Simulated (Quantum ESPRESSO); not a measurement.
# Magnetic state of Fe from several starts

Aim: find out which collinear order of Fe costs least.

Program: Quantum ESPRESSO 7.5. Level of theory: PBEsol; plane waves with GBRV 1.5 PBEsol potentials, no spin-orbit coupling. Results are calculated unless marked as measured.

Most raw output is cut from this account.

The database entry behind the starting cell differs from later determinations by our own check (about 0.2 % short), so it need not match the best structure at ambient conditions.

## (1) The structure

The structure is cubic, space group Im-3m (No. 229). The conventional cell has a = 2.860 Å, b = 2.860 Å, c = 2.860 Å, α = 90.00°, β = 90.00°, γ = 90.00°. Nearest to Fe lie 8 Fe at 2.48 Å.

The cell comes from the Crystallography Open Database.

## (2) Start 1: ferro +

The signs are those of the starting moments on the seeded atoms, the atoms that are given a moment.

pw.in

```
&CONTROL
  calculation = 'scf'
  prefix = 'pwscf'
  outdir = './tmp'
  pseudo_dir = './pseudo'
  disk_io = 'nowf'
/
&SYSTEM
  ibrav = 0
  nat = 1
  ntyp = 1
  ecutwfc = 40
  ecutrho = 280
  nbnd = 15
  occupations = 'smearing'
  smearing = 'fd'
  degauss = 0.00734986
  nspin = 2
  starting_magnetization(1) = 0.175
/
&ELECTRONS
  conv_thr = 2d-09
  electron_maxstep = 150
  mixing_beta = 0.3
/
ATOMIC_SPECIES
Fe     55.8450 fe_pbesol_v1.5.uspp.F.UPF
CELL_PARAMETERS angstrom
  -1.4302400000    1.4302400000    1.4302400000
   1.4302400000   -1.4302400000    1.4302400000
   1.4302400000    1.4302400000   -1.4302400000
ATOMIC_POSITIONS crystal
Fe      0.0000000000    0.0000000000    0.0000000000
K_POINTS automatic
12 12 12 0 0 0
```

The run is started by

```
$ OMP_NUM_THREADS=1 mpirun -n 4 pw.x -nk 4 -in pw.in > pw.out
```

The job ended after 2.5 s (4 MPI ranks of Arm Neoverse V2, shared host; peak memory 0.21 GiB).

Spin moment in the atom's sphere by atom:

```csv
atom,spin moment in the atom's sphere (μB)
Fe1,2.35
```

Read from the output:

- smearing term TS: 0.02929 eV
- magnetization: 2.301 μB
- absolute magnetization: 2.416 μB
- final state: ferromagnetic

## (3) Start 2: antiferro q=(1/2,1/2,1/2) +−

The cell is doubled to 2 atoms to hold this order. The wavevector q is in fractions of the reciprocal vectors of the crystal's primitive cell, as the cells of these inputs are built from it; moments change sign between cells as cos(2π q·R).

pw.in

```
&CONTROL
  calculation = 'scf'
  prefix = 'pwscf'
  outdir = './tmp'
  pseudo_dir = './pseudo'
  disk_io = 'nowf'
/
&SYSTEM
  ibrav = 0
  nat = 2
  ntyp = 2
  ecutwfc = 40
  ecutrho = 280
  nbnd = 23
  occupations = 'smearing'
  smearing = 'fd'
  degauss = 0.00734986
  nspin = 2
  starting_magnetization(1) = 0.175
  starting_magnetization(2) = -0.175
/
&ELECTRONS
  conv_thr = 4d-09
  electron_maxstep = 150
  mixing_beta = 0.3
/
ATOMIC_SPECIES
Fe1    55.8450 fe_pbesol_v1.5.uspp.F.UPF
Fe2    55.8450 fe_pbesol_v1.5.uspp.F.UPF
CELL_PARAMETERS angstrom
  -2.8604800000    2.8604800000    2.8604800000
   0.0000000000    0.0000000000    2.8604800000
   0.0000000000    2.8604800000    0.0000000000
ATOMIC_POSITIONS crystal
Fe1     0.0000000000    0.0000000000    0.0000000000
Fe2     0.5000000000    0.0000000000    0.0000000000
K_POINTS automatic
6 12 12 0 0 0
```

Elapsed: 11 s, on 4 MPI ranks; peak memory 0.27 GiB.

Spin moment in the atom's sphere by atom:

```csv
atom,spin moment in the atom's sphere (μB)
Fe1,1.80
Fe2,-1.80
```

Numbers from this step:

```yaml
smearing_term_ts: 0.1855 eV
magnetization: 0 μB
absolute_magnetization: 3.738 μB
final_state: antiferromagnetic
```

## (4) Start 3: antiferro q=(0,0,1/2) +−

This order needs a doubled cell of 2 atoms.

pw.in, as its differences from that of step 3:

```diff
@@ -30,9 +30,9 @@
 CELL_PARAMETERS angstrom
-  -2.8604800000    2.8604800000    2.8604800000
-   0.0000000000    0.0000000000    2.8604800000
-   0.0000000000    2.8604800000    0.0000000000
+  -1.4302400000    1.4302400000    1.4302400000
+   1.4302400000   -1.4302400000    1.4302400000
+   2.8604800000    2.8604800000   -2.8604800000
 ATOMIC_POSITIONS crystal
 Fe1     0.0000000000    0.0000000000    0.0000000000
-Fe2     0.5000000000    0.0000000000    0.0000000000
+Fe2     0.0000000000    0.0000000000    0.5000000000
 K_POINTS automatic
-6 12 12 0 0 0
+12 12 6 0 0 0
```

Wall time 18 s (4 MPI ranks); peak memory 0.32 GiB; 71 s of CPU time.

Spin moment in the atom's sphere by atom:

```csv
atom,spin moment in the atom's sphere (μB)
Fe1,2.13
Fe2,-2.13
```

Numbers from this step:

| Quantity | Value |
| --- | --- |
| smearing term TS | 0.1012 eV |
| magnetization | 0 μB |
| absolute magnetization | 4.395 μB |
| final state | antiferromagnetic |

## (5) Start 4: no spin polarisation

pw.in

```
&CONTROL
  calculation = 'scf'
  prefix = 'pwscf'
  outdir = './tmp'
  pseudo_dir = './pseudo'
  disk_io = 'nowf'
/
&SYSTEM
  ibrav = 0
  nat = 1
  ntyp = 1
  ecutwfc = 40
  ecutrho = 280
  nbnd = 14
  occupations = 'smearing'
  smearing = 'fd'
  degauss = 0.00734986
/
&ELECTRONS
  conv_thr = 2d-09
  electron_maxstep = 150
  mixing_beta = 0.3
/
ATOMIC_SPECIES
Fe     55.8450 fe_pbesol_v1.5.uspp.F.UPF
CELL_PARAMETERS angstrom
  -1.4302400000    1.4302400000    1.4302400000
   1.4302400000   -1.4302400000    1.4302400000
   1.4302400000    1.4302400000   -1.4302400000
ATOMIC_POSITIONS crystal
Fe      0.0000000000    0.0000000000    0.0000000000
K_POINTS automatic
12 12 12 0 0 0
```

Run time: 1.5 s. Hardware: 4 MPI ranks; peak memory 0.05 GiB.

Read from the output:

```yaml
smearing_term_ts: 0.1206 eV
final_state: non-magnetic (no spin polarisation)
```

## (6) Ranking

An order is kept where moments of 0.15 μB or more survive with the typed signs; meshes match where a doubled cell samples the same k points as the first cell.

Orders:

```csv
start,final state,typed order kept,energy over the lowest (meV a seeded atom),largest site moment (μB),net moment (μB a cell of the first run),mesh matched,CPU time (s)
ferro +,ferromagnetic,yes,0,2.348,2.301,yes,9.81
"antiferro q=(1/2,1/2,1/2) +-",antiferromagnetic,yes,445,1.803,7.73e-4,yes,43.37
"antiferro q=(0,0,1/2) +-",antiferromagnetic,yes,221,2.129,0,yes,71.12
no spin polarisation,non-magnetic,-,534.2,0,0,yes,5.63
```

## (7) Energy mapping

E = −Σ J e·e over ordered pairs of unit vectors, so each pair counts twice. As many shells are taken as there are differences of energy, so the couplings are solved for and no residual tests the model; further shells are folded in, and shells whose pairs keep their relative signs in all orders cancel and are not probed. Couplings from the energies:

```csv
pair,distance (Å),neighbours an atom,J (meV)
Fe-Fe,2.477,8,27.81
Fe-Fe,2.86,6,-0.1931
```

## (8) What came out

```
lowest state found                                                     : ferromagnetic (from ferro +)
largest site moment                                                    : 2.35 μB
next state with moments                                                : antiferromagnetic, 221 meV a seeded atom higher
state without moments                                                  : 534 meV a seeded atom higher
J of the weightiest shell (Fe-Fe, 2.48 Å; E = −Σ J e·e, ordered pairs) : 27.8 meV
```

In words: The largest moment changes by 23 % between the kept orders, so a model of rigid spins is rough here. Only these 4 starts were compared; other wavevectors, canted and longer-period orders were not. Energies are free energies at an electronic temperature of 1160 K, which lowers moments and differences where the moments are itinerant.

[Logs and program files are shortened in this print: banners, set-up blocks, solver, clock and traceback lines can be left out without a mark of their own.]

[Logs are printed without paths, hosts, clocks, repeated set-up lines and the standing remarks that a program may print on its own settings, such as how far it seeks lower states.]

[Hosts, paths, dates, database ids (printed as entryN), source tags and the programs' standing remarks are cut or masked in the printed files.]

[Where a cell is said to come from a database of computed structures, the database is the Materials Project.]
